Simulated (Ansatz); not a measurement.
# Se on Ru(0001): change of the work function, part 2 of 3

Wanted: Δφ(θ) for Se/Ru(0001), starting from the fcc site.

Ansatz 0.2.0; plane-wave DFT, PBE, Ansatz PAW.

So far, work function, upper face (eV): step 2 (the clean slab) 5.05.

**3. The covered slab, k-mesh 6×6×1, coverage 0.25 ML**

System of this step: Se/Ru(0001). The cell holds 17 atoms: 16 Ru and 1 Se. Cell: a = 5.400 Å, b = 5.400 Å, c = 26.634 Å, α = 90.0°, β = 90.0°, γ = 60.0°. Vacuum lies along c.

The clean slab as it ended is repeated in the plane and the adsorbate is set on one face; the cell's size fixes the coverage, and the k-mesh shrinks with it to keep the sampling density about even. Adsorbate and upper layers relax, since the dipole depends on the height.

The input, input.yaml:

```yaml
crystal:
  lattice:
    - [5.4, 0.0, 0.0]
    - [2.7, 4.6765371804, 0.0]
    - [0.0, 0.0, 26.634417116]
  atoms:
    - { symbol: Ru, position: [0.3333333333, 0.3333333333, 0.3379086526] }
    - { symbol: Ru, position: [0.0, 0.0, 0.4181957485] }
    - { symbol: Ru, position: [0.3333333333, 0.3333333333, 0.4992108028] }
    - { symbol: Ru, position: [0.0, 0.0, 0.5774974233] }
    - { symbol: Ru, position: [0.3333333333, 0.8333333333, 0.3379086526] }
    - { symbol: Ru, position: [0.0, 0.5, 0.4181957485] }
    - { symbol: Ru, position: [0.3333333333, 0.8333333333, 0.4992108028] }
    - { symbol: Ru, position: [0.0, 0.5, 0.5774974233] }
    - { symbol: Ru, position: [0.8333333333, 0.3333333333, 0.3379086526] }
    - { symbol: Ru, position: [0.5, 0.0, 0.4181957485] }
    - { symbol: Ru, position: [0.8333333333, 0.3333333333, 0.4992108028] }
    - { symbol: Ru, position: [0.5, 0.0, 0.5774974233] }
    - { symbol: Ru, position: [0.8333333333, 0.8333333333, 0.3379086526] }
    - { symbol: Ru, position: [0.5, 0.5, 0.4181957485] }
    - { symbol: Ru, position: [0.8333333333, 0.8333333333, 0.4992108028] }
    - { symbol: Ru, position: [0.5, 0.5, 0.5774974233] }
    - { symbol: Se, position: [0.1666666667, 0.1666666667, 0.6620913474] }
kpoints:
  mp_grid: { grid: [6, 6, 1] }
hamiltonian:
  xc: pbe
scf:
  occupations: { method: fermi_dirac, width: 0.1 }
  convergence: { dr2_threshold: 1.0e-08 }
efield:
  axis: 3
  dipole_correction: true
  ramp_position: 0.97
  ramp_width: 0.06
relax:
  f_tol: 0.02
  max_steps: 60
  constraints: [{ sites: [0, 1, 4, 5, 8, 9, 12, 13] }]
output:
  dos: { projected: true, e_range: [-8, 4] }
  write_potential: true
  write_density: true
  volumetric_format: npy
  elf: true
```

The run is started by

```sh
$ ansatz run input.yaml --threads 4 --pin off --max-ram 6144MiB --backend cpu --events-out ev --progress --plain --runs-dir out
```

Numbers of over 12 decimals in the logs are rounded to 6 here.

The log of the run:

```text
[...]
Crystal: 17 atoms, lattice volume = 672.607 Å³
Basis set: ecut = 420 eV, 13055 PW (Γ), exchange–correlation on 80×80×360 points (8 copies of the dense FFT grid, shifted against one another)
Bands: 164, of which v1, the nominal top of the filled ones, is band 136 counted from 1 (135 counted from 0)
Symmetry: 6 space group operations
[...]
k-points: 7 of 36 (time reversal used)
[...]
SCF iter   1: F=—  HF=-99522.053168 eV  |F-HF|=—  |Δ(HF+E_count)|=         —  Δρ=1.04e-2  dr2=4.30e0  ethr=1.77e-3  p=0.012 e·Å  D=3.12e-3 V/Å  ΔV_dip=-0.08 eV  dr2_dipole=1.55e-2  V_vac-E_F(+/−)=4.64/4.73 eV  ⟨swp⟩=8.1  Hψ=4718  notcnv=0  defer=2
[...]
SCF iter  10: F=-99521.930691 eV  HF=-99521.930691 eV  |F-HF|=1.47e-8  |Δ(HF+E_count)|=   3.58e-8  Δρ=4.54e-7  dr2=2.04e-9  ethr=3.68e-12  p=-0.027 e·Å  D=-7.23e-3 V/Å  ΔV_dip=0.19 eV  dr2_dipole=1.33e-10  V_vac-E_F(+/−)=5.23/5.04 eV  ⟨swp⟩=12.7  Hψ=8333  notcnv=0
SCF 1 converged in 10 iterations: F = -99521.930691 eV  dr2 = 2.04e-9
[...]
relax step   1: F+E_penalty+E_count = -99521.93069128 eV  Δ(F+E_penalty+E_count) = +0.000e0 eV  max|allowed force component| = 2.786e0 eV/Å  Δτ_max = 0.0000 Å  (10 SCF iters, accepted)
[...]
SCF iter   1: F=—  HF=-99522.439153 eV  |F-HF|=—  |Δ(HF+E_count)|=         —  Δρ=3.73e-3  dr2=2.85e-1  ethr=8.43e-5  p=-0.027 e·Å  D=-7.23e-3 V/Å  ΔV_dip=0.19 eV  dr2_dipole=4.76e-3  V_vac-E_F(+/−)=5.23/5.04 eV  ⟨swp⟩=2.0  Hψ=4004  notcnv=0  defer=4
[...]
eigensolver tolerance schedule calibrated: the retry pair's looser diagonalisation under-reported the residual by θ = 0.19 (0.12/decade); ethr = c·dr2/N_el runs at the constant in force after the calibration composes with the one it found (an armed cap, an earlier calibration), c = 6.5e-2
[...]
SCF iter   2: F=—  HF=-99522.429261 eV  |F-HF|=—  |Δ(HF+E_count)|=   9.89e-3  Δρ=2.28e-3  dr2=8.52e-2  ethr=6.79e-5  p=0.026 e·Å  D=6.87e-3 V/Å  ΔV_dip=-0.18 eV  dr2_dipole=1.38e-2  V_vac-E_F(+/−)=4.86/5.04 eV  ⟨swp⟩=2.3  Hψ=1807  notcnv=0  defer=4
[...]
SCF iter   9: F=-99522.414239 eV  HF=-99522.414239 eV  |F-HF|=4.14e-8  |Δ(HF+E_count)|=   1.92e-7  Δρ=8.95e-7  dr2=9.12e-9  ethr=2.39e-12  p=0.007 e·Å  D=1.87e-3 V/Å  ΔV_dip=-0.05 eV  dr2_dipole=5.38e-10  V_vac-E_F(+/−)=4.99/5.04 eV  ⟨swp⟩=13.4  Hψ=8872  notcnv=0
SCF 2 converged in 9 iterations: F = -99522.414239 eV  dr2 = 9.12e-9
relax step   2: F+E_penalty+E_count = -99522.41423950 eV  Δ(F+E_penalty+E_count) = -4.835e-1 eV  max|allowed force component| = 1.076e0 eV/Å  Δτ_max = 0.1949 Å  (9 SCF iters, accepted)
SCF iter   1: F=—  HF=-99522.489360 eV  |F-HF|=—  |Δ(HF+E_count)|=         —  Δρ=5.09e-3  dr2=5.82e-1  ethr=1.39e-3  p=0.007 e·Å  D=1.87e-3 V/Å  ΔV_dip=-0.05 eV  dr2_dipole=1.56e-1  V_vac-E_F(+/−)=5.00/5.05 eV  ⟨swp⟩=4.3  Hψ=2371  notcnv=0  defer=4
[...]
SCF iter  10: F=-99522.448658 eV  HF=-99522.448658 eV  |F-HF|=1.63e-8  |Δ(HF+E_count)|=   1.74e-8  Δρ=3.84e-7  dr2=1.91e-9  ethr=3.68e-12  p=0.023 e·Å  D=6.23e-3 V/Å  ΔV_dip=-0.17 eV  dr2_dipole=1.26e-10  V_vac-E_F(+/−)=4.90/5.06 eV  ⟨swp⟩=12.4  Hψ=8139  notcnv=0
SCF 3 converged in 10 iterations: F = -99522.448658 eV  dr2 = 1.91e-9
relax step   3: F+E_penalty+E_count = -99522.44865766 eV  Δ(F+E_penalty+E_count) = -3.442e-2 eV  max|allowed force component| = 5.238e-1 eV/Å  Δτ_max = 0.1869 Å  (10 SCF iters, accepted)
[...]
relax step   4: F+E_penalty+E_count = -99522.47697631 eV  Δ(F+E_penalty+E_count) = -2.832e-2 eV  max|allowed force component| = 5.917e-2 eV/Å  Δτ_max = 0.0734 Å  (9 SCF iters, accepted)
[...]
relax step   5: F+E_penalty+E_count = -99522.47730247 eV  Δ(F+E_penalty+E_count) = -3.262e-4 eV  max|allowed force component| = 2.463e-2 eV/Å  Δτ_max = 0.0044 Å  (7 SCF iters, accepted)
SCF iter   1: F=—  HF=-99522.476700 eV  |F-HF|=—  |Δ(HF+E_count)|=         —  Δρ=7.09e-5  dr2=6.53e-5  ethr=1.58e-7  p=0.019 e·Å  D=5.22e-3 V/Å  ΔV_dip=-0.14 eV  dr2_dipole=1.32e-6  V_vac-E_F(+/−)=4.92/5.06 eV  ⟨swp⟩=2.1  Hψ=1859  notcnv=0
[...]
SCF iter   6: F=-99522.477341 eV  HF=-99522.477341 eV  |F-HF|=2.33e-8  |Δ(HF+E_count)|=   4.61e-8  Δρ=3.89e-7  dr2=1.45e-9  ethr=3.68e-12  p=0.020 e·Å  D=5.29e-3 V/Å  ΔV_dip=-0.14 eV  dr2_dipole=1.79e-10  V_vac-E_F(+/−)=4.91/5.06 eV  ⟨swp⟩=11.0  Hψ=7997  notcnv=0
SCF 6 converged in 6 iterations: F = -99522.477341 eV  dr2 = 1.45e-9
relax step   6: F+E_penalty+E_count = -99522.47734115 eV  Δ(F+E_penalty+E_count) = -3.868e-5 eV  max|allowed force component| = 3.090e-3 eV/Å  Δτ_max = 0.0011 Å  (6 SCF iters, accepted)
NSCF: frozen V_eff on 7 k-points
[...]
WARN: The output density's exchange-correlation potential varies sharply where the density is thin. Do not read a vacuum level from v_tot or v_xc, or from such a field of the output density. On a cell that repeats whose density bears no net charge and no dipole along the vacuum's axis use v_es (v_loc + v_h of the components); under efield.dipole_correction with no amplitude use v_es + v_field, which holds any externa [...]
SCF converged after 6 iterations
Free energy (F): -99522.477341 eV
[...]
Internal energy: -99521.883399 eV  (E = F + TS)
E sigma→0 (E₀):  -99522.180370 eV
Entropy (-TS):   -0.593942 eV (-34.938 meV/atom)
Fermi energy:    4.740690 eV
Dipole field:    D = 0.005283 V/Å  (p = 0.019638 e·Å, saw-weighted, corrected)
Work function:   Φ+ = 4.9143 eV   Φ− = 5.0550 eV
[...]
--- Forces (eV/Å), atoms counted from 1 ---
  atom   1  Ru     0.01932068     0.01115480     0.45210352
  atom   2  Ru     0.02078205     0.01199852    -0.46904648
  atom   3  Ru     0.00078212     0.00045156     0.00101859
  atom   4  Ru    -0.00254725    -0.00147066    -0.00024029
  atom   5  Ru     0.00000000    -0.02230960     0.45210352
  atom   6  Ru    -0.00000000    -0.02399704    -0.46904648
  atom   7  Ru     0.00000000    -0.00090311     0.00101859
  atom   8  Ru     0.00000000     0.00294131    -0.00024029
  atom   9  Ru    -0.01932068     0.01115480     0.45210352
  atom  10  Ru    -0.02078205     0.01199852    -0.46904648
  atom  11  Ru    -0.00078212     0.00045156     0.00101859
  atom  12  Ru     0.00254725    -0.00147066    -0.00024029
  atom  13  Ru     0.00000000     0.00000000     0.39746462
  atom  14  Ru    -0.00000000    -0.00000000    -0.34524530
  atom  15  Ru    -0.00000000    -0.00000000     0.00019777
  atom  16  Ru     0.00000000     0.00000000    -0.00308970
  atom  17  Se     0.00000000     0.00000000    -0.00083041
  max |Σ_I F_I| component: 2.99e-6 eV/Å
--- Band table (eV; the first three rows and the last of 7) ---
  k-point 0: bands = [... 132 lower, 5.1623, 5.1623, 5.5197, 5.6588, 5.6588, 5.8524, 5.8791, 5.8791, ... 24 higher]
  k-point 1: bands = [... 132 lower, 4.8638, 4.9668, 5.0500, 5.2688, 5.3037, 5.5280, 5.6506, 5.7517, ... 24 higher]
  k-point 2: bands = [... 132 lower, 4.3094, 4.3935, 4.4966, 4.5748, 4.7186, 4.9969, 5.0368, 5.1152, ... 24 higher]
  k-point 6: bands = [... 132 lower, 4.1493, 4.2491, 4.2850, 4.3835, 4.6867, 4.9013, 4.9104, 4.9659, ... 24 higher]
--- Relaxed structure (6 steps of the walk, 6 accepted, 0 SCFs on fresh bases) ---
  F+E_penalty+E_count = -99522.47734115 eV   max|allowed force component| = 3.090e-3 eV/Å
  atoms:
    - { symbol: Ru, position: [0.333333, 0.333333, 0.337909] }
    - { symbol: Ru, position: [2.66671216701714e-17, 2.6667121670171404e-17, 0.418196] }
    - { symbol: Ru, position: [0.333509, 0.333509, 0.499371] }
    - { symbol: Ru, position: [0.0009444, 0.0009444, 0.578079] }
    - { symbol: Ru, position: [0.333333, 0.833333, 0.337909] }
    - { symbol: Ru, position: [5.551115123125783e-17, 0.5, 0.418196] }
    - { symbol: Ru, position: [0.333509, 0.832982, 0.499371] }
    - { symbol: Ru, position: [0.0009444, 0.498111, 0.578079] }
    - { symbol: Ru, position: [0.833333, 0.333333, 0.337909] }
    - { symbol: Ru, position: [0.5, 2.6667121670171404e-17, 0.418196] }
    - { symbol: Ru, position: [0.832982, 0.333509, 0.499371] }
    - { symbol: Ru, position: [0.498111, 0.0009444, 0.578079] }
    - { symbol: Ru, position: [0.833333, 0.833333, 0.337909] }
    - { symbol: Ru, position: [0.5, 0.5, 0.418196] }
    - { symbol: Ru, position: [0.833333, 0.833333, 0.497460] }
    - { symbol: Ru, position: [0.5, 0.5, 0.577557] }
    - { symbol: Se, position: [0.166667, 0.166667, 0.650526] }
```

Wall time 1.9 min (4 threads of Arm Neoverse V2, shared host); peak memory 2.7 GiB; 7.5 min of CPU time.

Relaxation path:

```tsv
step	energy less that of the first step (eV)	largest force component (eV/Å)
1	0.0000	2.7859
2	-0.4835	1.0762
3	-0.5180	0.5238
4	-0.5463	0.0592
5	-0.5466	0.0246
6	-0.5467	0.0031
```

The run keeps the 6 symmetry operations that it works with, so distortions that break them were not tested.

The atoms that moved most (Å):

```tsv
atom	dx	dy	dz	length
Se17	0.000	0.000	-0.308	0.308
Ru15	0.000	0.000	-0.047	0.047
Ru12	-0.008	0.004	0.015	0.018
Ru4	0.008	0.004	0.015	0.018
Ru8	0.000	-0.009	0.015	0.018
```

Final coordinates:

```xyz
17
Lattice="5.4000 0.0000 0.0000 2.7000 4.6765 0.0000 0.0000 0.0000 26.6344" Properties=species:S:1:pos:R:3
Ru    2.7000    1.5588    9.0000
Ru    0.0000    0.0000   11.1384
Ru    2.7014    1.5597   13.3005
Ru    0.0076    0.0044   15.3968
Ru    4.0500    3.8971    9.0000
Ru    1.3500    2.3383   11.1384
Ru    4.0500    3.8955   13.3005
Ru    1.3500    2.3294   15.3968
Ru    5.4000    1.5588    9.0000
Ru    2.7000    0.0000   11.1384
Ru    5.3986    1.5597   13.3005
Ru    2.6924    0.0044   15.3968
Ru    6.7500    3.8971    9.0000
Ru    4.0500    2.3383   11.1384
Ru    6.7500    3.8971   13.2496
Ru    4.0500    2.3383   15.3829
Se    1.3500    0.7794   17.3264
```

Numbers from this step:

```
energy at zero smearing        : -99522.1804 eV
work function, upper face      : 4.914 eV
work function, lower face      : 5.055 eV
dipole along the normal        : 0.01964 e·Å
step between the vacuum levels : -0.1407 eV
```

Running mean over 2.138 Å of the planar mean; the ramp of the sawtooth is left out. Electron's electrostatic potential energy less the Fermi level against z:

```tsv
z (Å)	electron's electrostatic potential energy less the Fermi level (eV)
3.5	5.05
4.0	5.05
4.5	5.05
5.0	5.05
5.5	5.03
6.0	4.97
6.5	4.74
7.0	3.92
7.5	0.721
8.0	-6.28
8.5	-12.3
9.0	-14.3
9.5	-14.5
10.0	-14.7
10.5	-14.8
11.0	-14.8
11.5	-14.8
12.0	-14.7
12.5	-14.7
13.0	-14.8
13.5	-14.9
14.0	-15.2
14.5	-15.2
15.0	-14.9
15.5	-14.5
16.0	-12.4
16.5	-6.34
17.0	-0.557
17.5	1.70
18.0	2.75
18.5	3.64
19.0	4.41
19.5	4.80
20.0	4.89
20.5	4.91
21.0	4.91
21.5	4.91
22.0	4.91
22.5	4.91
23.0	4.91
23.5	4.91
```

The density of states has structure finer than the step of the table below, so its rows give means over 0.25 eV, whole bins alone (the curve runs from -8 to 1.98 eV). Peaks (eV: height): -4.420: 44.7, -3.310: 60.3, -2.620: 46.5, -2.110: 47.5, -1.740: 50.8, -1.680: 43.1, 1.650: 39.9.

The density of states by energy, zero at the Fermi level; means over each step:

energy (eV), density of states (states/eV a cell) and a bar:
```
    -7.75        0.0 
    -7.50        0.2 
    -7.25        0.9 #
    -7.00        0.9 #
    -6.75        1.0 #
    -6.50        1.1 #
    -6.25        1.9 ##
    -6.00        9.8 ########
    -5.75       18.5 ################
    -5.50       20.5 ##################
    -5.25       21.6 ##################
    -5.00       18.6 ################
    -4.75       20.8 ##################
    -4.50       26.4 #######################
    -4.25       23.1 ####################
    -4.00       19.5 #################
    -3.75       20.6 ##################
    -3.50       15.3 #############
    -3.25       23.9 ####################
    -3.00       18.8 ################
    -2.75       29.9 ##########################
    -2.50       24.9 #####################
    -2.25       25.2 ######################
    -2.00       35.1 ##############################
    -1.75       29.9 ##########################
    -1.50       23.1 ####################
    -1.25       19.7 #################
    -1.00       18.1 ###############
    -0.75       14.3 ############
    -0.50       20.5 #################
    -0.25       19.3 #################
     0.00       17.1 ###############
     0.25       18.9 ################
     0.50       15.8 ##############
     0.75       23.0 ####################
     1.00       27.6 ########################
     1.25       26.8 #######################
     1.50       24.5 #####################
     1.75       18.3 ################
```

Projected DOS per atom over height of the atomic layer and energy from the Fermi level. Layers: Ru4 Ru4 Ru4 Ru4 Se from below.

Values in states/eV, 22 rows by 5 columns, each cell a mean:
```
0.82 0.87 0.88 1.04 0.61
1.29 1.83 1.93 1.32 0.68
1.82 1.48 1.52 1.53 0.37
1.24 1.09 0.84 0.97 0.30
1.48 0.84 0.86 1.30 0.29
1.58 0.81 0.77 1.30 0.36
1.24 0.86 0.84 1.11 0.73
1.78 1.22 1.15 1.49 0.62
2.43 1.44 1.44 1.89 0.62
1.63 1.48 1.47 1.64 0.70
1.65 1.50 1.78 1.60 0.78
0.91 1.11 1.12 1.13 1.53
1.15 1.11 1.12 0.94 0.96
1.12 1.35 1.10 1.16 0.74
1.35 1.49 1.23 1.56 1.24
0.83 1.37 1.36 1.08 0.50
0.57 1.83 1.98 0.98 0.50
0.21 0.99 1.15 0.45 0.20
0.03 0.13 0.14 0.04 0.02
0.02 0.10 0.10 0.02 0.01
0.02 0.07 0.07 0.01 0.01
0.00 0.00 0.00 0.00 0.00
```
Columns: height of the atomic layer (Å) from 9 to 17.3 (not evenly spaced); rows upwards: energy from the Fermi level (eV) from -7.96 to 1.95.

Valence density in the ca plane at fractional y = 0.000, with atoms of Ru within 0.2 Å of it. It is the smooth field of the valence electrons, not physical close to the nuclei.

Ten steps, logarithmic in the rise over the least value, from '0' (0.00 × 1e0 e/Å³) to '9' (9.69 × 1e0 e/Å³), each cell a mean:
```
23333589985333333589974210000000000000000000
34433367764334433467752100000000000000000000
45543334433345543334432100000000000000000000
46653333333356643333321100000000000000000000
35543346643345443356542100000000000000000000
33333478874333333579863110000000000000000000
23333589985333333699984211000000000000000000
23333589985333333689974322110000000000000000
34433467764334433467753333321000000000000000
45543334433345543334433444421000000000000000
46653333333346643333333445421000000000000000
35543345543345543356543344321000000000000000
33333478874333333579864333210000000000000000
23333589985333333699984221100000000000000000
```
Columns run along c (16.0 Å, from fractional 0.31 to 0.91 of the cell), rows up along a (5.4 Å). Atoms in or near the plane, at fractional coordinates: Ru at (0.42, 0.00), Ru at (0.58, 0.00), Ru at (0.42, 0.50), Ru at (0.58, 0.50).

ELF in the ca plane at fractional y = 0.000, with atoms of Ru within 0.2 Å of it. It is the smooth field of the valence electrons, not physical close to the nuclei.

Values, 8 rows by 16 columns, each cell a mean:
```
0.28 0.27 0.51 0.46 0.27 0.28 0.41 0.55 0.20 0.18 0.07 0.01 0.00 0.00 0.00 0.00
0.37 0.28 0.29 0.29 0.30 0.31 0.28 0.30 0.19 0.04 0.00 0.00 0.00 0.00 0.00 0.00
0.32 0.27 0.33 0.31 0.29 0.29 0.29 0.35 0.18 0.06 0.01 0.00 0.00 0.00 0.00 0.00
0.31 0.28 0.52 0.49 0.28 0.29 0.45 0.54 0.25 0.31 0.13 0.02 0.00 0.00 0.00 0.00
0.29 0.27 0.51 0.46 0.28 0.27 0.44 0.54 0.47 0.71 0.45 0.07 0.00 0.00 0.00 0.00
0.37 0.28 0.28 0.28 0.29 0.32 0.28 0.28 0.61 0.80 0.64 0.13 0.01 0.00 0.00 0.00
0.32 0.27 0.33 0.31 0.28 0.29 0.31 0.35 0.58 0.79 0.61 0.12 0.01 0.00 0.00 0.00
0.31 0.28 0.51 0.49 0.29 0.29 0.46 0.52 0.41 0.63 0.36 0.05 0.00 0.00 0.00 0.00
```
Columns run along c (16.0 Å, from fractional 0.31 to 0.91 of the cell), rows up along a (5.4 Å). Atoms in or near the plane, at fractional coordinates: Ru at (0.42, 0.00), Ru at (0.58, 0.00), Ru at (0.42, 0.50), Ru at (0.58, 0.50).

Electrostatic potential energy in the ca plane at fractional y = 0.000, with atoms of Ru within 0.2 Å of it. With pseudopotentials it is smooth inside the atoms' cores, unlike the true potential.

Values in eV, 8 rows by 16 columns, each cell a mean:
```
  2   2 -49 -37   2   2 -28 -54   4   9  10  10  10  10  10  10
-15  -3  -2   0  -8 -10   2  -2   8  10  10  10  10  10  10  10
 -9  -1 -11  -6  -5  -6  -3 -12   7  10  10  10  10  10  10  10
  5   2 -61 -47   4   4 -38 -68   2   9  10  10  10  10  10  10
  3   2 -50 -37   3   2 -29 -56   1   5   9  10  10  10  10  10
-15  -3  -1   1  -7 -11   1  -3  -4  -8   8  10  10  10  10  10
 -9  -1 -11  -6  -4  -7  -4 -14  -2  -5   8  10  10  10  10  10
  5   2 -61 -47   4   4 -38 -68   1   7   9  10  10  10  10  10
```
Columns run along c (16.0 Å, from fractional 0.31 to 0.91 of the cell; values clipped at the 3rd and 97th percentile), rows up along a (5.4 Å). Atoms in or near the plane, at fractional coordinates: Ru at (0.42, 0.00), Ru at (0.58, 0.00), Ru at (0.42, 0.50), Ru at (0.58, 0.50).

The relaxation took 6 steps and lowered the energy by 0.55 eV; the largest force on the free atoms ends at 0.0031 eV/Å.

By hand: a sheet of dipoles makes a step −p/(ε₀A) in the electron's potential. With e/ε₀ = 180.95 V·Å, p = 0.01964 e·Å and A = 25.25 Å², that is −180.95 × (0.01964) / 25.25 = -0.141 eV, and the two vacuum levels of the run differ by -0.141 eV.

The covered face has 4.91 eV, -0.13 eV against the clean one; the bare back face has moved by -0.02 eV, a measure of how thin the slab is.

(Part 2 of 3 ends here.)

[Logs are printed without paths, hosts, clocks, repeated set-up lines and the standing remarks that a program may print on its own settings, such as how far it seeks lower states.]

[Hosts, paths, dates, database ids (printed as entryN), source tags and the programs' standing remarks are cut or masked in the printed files.]

[Maps of the electrostatic potential energy from Ansatz leave out the sawtooth potential of an applied field or a dipole correction, so their vacuum need not be flat; planar profiles and work functions include it.]
